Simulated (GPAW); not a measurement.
# Ta2NOS MXene monolayer in an electric field, part 3 of 3

Wanted: the out-of-plane polarisability of Ta2NOS MXene monolayer.

GPAW 26.7.0; GPAW, PAW setups; layer in a repeated cell with vacuum, relaxation of atoms and in-plane cell (the session's first sound run).

So far. Step 9 (In a field): The dipole is now 0.0639 e Å, against 3.7e-5 in the run without a field.

### 10. Field on

Level of this step: GPAW, PAW setups; slab in vacuum (GPAW).

Input file run.py:

```python
import json
import numpy as np
from ase import Atoms
from gpaw import GPAW, PW
from gpaw.external import ConstantElectricField

slab = Atoms(
    ['S', 'Ta', 'N', 'Ta', 'O'],
    positions=[
        [-0.00000, 1.84103, 9.00000],
        [1.59437, 0.92051, 10.63163],
        [0.00000, 0.00000, 11.88325],
        [-0.00000, 1.84103, 13.00102],
        [1.59437, 0.92051, 14.05696]],
    cell=[[3.18875, 0.0, 0.0], [-1.59437, 2.76154, 0.0], [0.0, 0.0, 23.057]],
    pbc=[True, True, False])

slab.calc = GPAW(mode=PW(500), xc='PBE', kpts={'size': (12, 12, 1), 'gamma': True},
                 occupations={'name': 'fermi-dirac', 'width': 0.05}, nbands='160%',
                 convergence={'density': 1e-05}, maxiter=200,
                 poissonsolver={'dipolelayer': 'xy'},
                 external=ConstantElectricField(0.3, [0, 0, 1]),
                 symmetry={'tolerance': 1e-3}, txt='slab.txt')
result = {}
energy = slab.get_potential_energy()
fermi = slab.calc.get_fermi_level()
v = slab.calc.get_electrostatic_potential().mean((0, 1)) - fermi
n = slab.calc.get_pseudo_density().mean((0, 1))
L = slab.cell[2, 2]
z = np.arange(len(v)) * L / len(v)
low, high = slab.positions[:, 2].min(), slab.positions[:, 2].max()
below, above = np.interp([low - 6.8, high + 6.8], z, v)
slopes = [np.interp(x, z, np.gradient(v, z)) for x in (low - 6.8, high + 6.8)]
eps = np.array([[slab.calc.get_eigenvalues(k, s) for k in range(len(slab.calc.get_ibz_k_points()))]
                for s in range(slab.calc.get_number_of_spins())]) - fermi
top, bottom = eps[eps < 0].max(), eps[eps > 0].min()
dipole = slab.get_dipole_moment()[2]
print(f'energy {energy:.4f} eV, Fermi level {fermi:.4f} eV, dipole {dipole:.5f} e A')
print(f'potential 6.8 A off the faces, from the Fermi level: lower {below:.4f} eV, upper {above:.4f} eV')
print(f'slope of the potential there: lower {slopes[0]:.5f}, upper {slopes[1]:.5f} eV/A')
print(f'nearest levels on the mesh: {top:.4f} and {bottom:.4f} eV')
print('magnetic moment', round(slab.get_magnetic_moment(), 3))
result.update(energy=energy, fermi=fermi, dipole=dipole, below=below, above=above, slopes=slopes, edges=[top, bottom],
              z=z.tolist(), v=v.tolist(), n=n.tolist(), positions=slab.positions.tolist(),
              forces=slab.get_forces(apply_constraint=False).tolist(), moments=slab.get_magnetic_moments().tolist())
json.dump(result, open('result.json', 'w'))
```

Started as:

```console
$ OMP_NUM_THREADS=1 OPENBLAS_NUM_THREADS=1 python run.py
```

Log:

```text
energy -43.4956 eV, Fermi level 0.1452 eV, dipole 0.09574 e A
potential 6.8 A off the faces, from the Fermi level: lower 6.1008 eV, upper 4.1344 eV
slope of the potential there: lower -0.00063, upper 0.00026 eV/A
nearest levels on the mesh: -0.0292 and 0.0539 eV
magnetic moment 0.0
```

Elapsed: 6.8 min, on 1 thread of Arm Neoverse V1, shared host; peak memory 0.6 GiB.

Electrostatic potential energy of an electron (without an applied field's), less the Fermi level, planar mean against z:

```
z (Å)  electrostatic potential energy of an electron (without an applied field's), less the Fermi level, planar mean (eV)
  0.0                                                                                                                5.12
  0.5                                                                                                                6.10
  1.0                                                                                                                6.10
  1.5                                                                                                                6.10
  2.0                                                                                                                6.10
  2.5                                                                                                                6.10
  3.0                                                                                                                6.10
  3.5                                                                                                                6.10
  4.0                                                                                                                6.10
  4.5                                                                                                                6.10
  5.0                                                                                                                6.10
  5.5                                                                                                                6.10
  6.0                                                                                                                6.09
  6.5                                                                                                                6.07
  7.0                                                                                                                6.00
  7.5                                                                                                                5.63
  8.0                                                                                                                3.88
  8.5                                                                                                               -3.86
  9.0                                                                                                               -18.1
  9.5                                                                                                               -7.30
 10.0                                                                                                               -9.40
 10.5                                                                                                               -22.5
 11.0                                                                                                               -17.3
 11.5                                                                                                               -9.51
 12.0                                                                                                               -14.6
 12.5                                                                                                               -15.4
 13.0                                                                                                               -24.9
 13.5                                                                                                               -15.5
 14.0                                                                                                               -13.3
 14.5                                                                                                               -1.08
 15.0                                                                                                                3.33
 15.5                                                                                                                4.00
 16.0                                                                                                                4.11
 16.5                                                                                                                4.13
 17.0                                                                                                                4.13
 17.5                                                                                                                4.13
 18.0                                                                                                                4.13
 18.5                                                                                                                4.13
 19.0                                                                                                                4.13
 19.5                                                                                                                4.13
 20.0                                                                                                                4.13
 20.5                                                                                                                4.13
 21.0                                                                                                                4.13
 21.5                                                                                                                4.13
 22.0                                                                                                                4.13
 22.5                                                                                                                4.13
```

The dipole is now 0.0957 e Å, against 3.7e-5 in the run without a field.

### 11. The series

The members are put on one axis.

This step: induced dipole against applied field (GPAW 26.7.0).

Table of dipole along the normal by field:

```
field (V/Å)  dipole along the normal (e·Å)
     -0.200                        -0.0630
     -0.100                        -0.0313
     -0.050                        -0.0155
      0.000                         3.7e-5
      0.050                         0.0163
      0.100                         0.0321
      0.200                         0.0639
      0.300                         0.0957
```

### 12. Summary of results

| Item | Value |
| --- | --- |
| work function, upper and lower face | 5.035 and 5.042 eV |
| dipole along the normal | 3.7e-5 e Å, near the numerical noise |
| induced dipole per field | 0.318 e Å per V/Å |
| out-of-plane polarisability per area, α/(ε0 A) | 6.53 Å |

The field induces 0.318 e Å per V/Å, a polarisable thickness α/(ε0 A) of 6.53 Å beside 5.06 Å between the outermost nuclei. A perfect conductor would give the distance between its two image planes; a dielectric of thickness t gives t(1 - 1/ε). The induced dipole is linear in the field over this range. The cell holds an odd number of electrons, so without spin polarisation it must come out metallic and without a moment, whatever its true state. The layer's cell and atoms come from the relaxation; spin-orbit coupling and temperature are left out.

[Logs are printed without paths, hosts, clocks, repeated set-up lines and the standing remarks that a program may print on its own settings, such as how far it seeks lower states.]

[Hosts, paths, dates, database ids (printed as entryN), source tags and the programs' standing remarks are cut or masked in the printed files.]
